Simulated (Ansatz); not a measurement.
Planning a run of Ansatz 0.2.0 on CsPbCl3 (P4/mmm). The input:

```yaml
crystal:
  lattice:
    - [5.66105, 0.0, 0.0]
    - [0.0, 5.605, 0.0]
    - [0.0, 0.0, 5.605]
  atoms:
    - { symbol: Cs, position: [0.0, 0.0, 0.0] }
    - { symbol: Pb, position: [0.5, 0.5, 0.5] }
    - { symbol: Cl, position: [0.5, 0.5, 0.0] }
    - { symbol: Cl, position: [0.0, 0.5, 0.5] }
    - { symbol: Cl, position: [0.5, 0.0, 0.5] }
kpoints:
  mp_grid: { grid: [4, 4, 4] }
hamiltonian:
  xc: pbe
  pseudopotentials: { kind: paw, azcp: { folder: soft_1 } }
scf:
  occupations: { method: fixed }
gw:
  n_empty_bands: 662
  ecut_chi: 140
  qp_bands: [v2, c2]
  qp_kpoints: band_edges
  screening: { model: contour_deformation }
```

```sh
ansatz run input.yaml --threads 2 --pin off --max-ram 73728MiB --backend cuda --events-out ev --progress --plain --runs-dir out --devices 1 --max-vram 13GiB
```

Q: Estimate wall time and host memory on 1 × NVIDIA H100 80GB HBM3 (shared by 6 runs) with 2 threads of AMD EPYC 7R13 (Zen 3), shared host.

It took 25 s; on shared hardware allow 12 s to 49 s. Peak host memory was 3.2 GiB. The sizes that set the cost: 3439 plane waves a state, 18 irreducible k points, 684 bands summed, 691 plane waves in the screening and 7 SCF cycles.

The screening grows as filled bands × empty bands × pairs of k points, times the square of the screening basis for the matrix.

[Paths, hosts, dates, memory and timing lines, banners, echoed tables and standing remarks are left out of the program output.]

[Logs are printed without paths, hosts, clocks, repeated set-up lines and the standing remarks that a program may print on its own settings, such as how far it seeks lower states.]

[Runs of the session that timed out or met a known fault of the program may be left out.]

[Cells called generated may have been cut or substituted from an entry of the Crystallography Open Database or the Materials Project.]

[Hosts, paths, dates, database ids (printed as entryN), source tags and the programs' standing remarks are cut or masked in the printed files.]
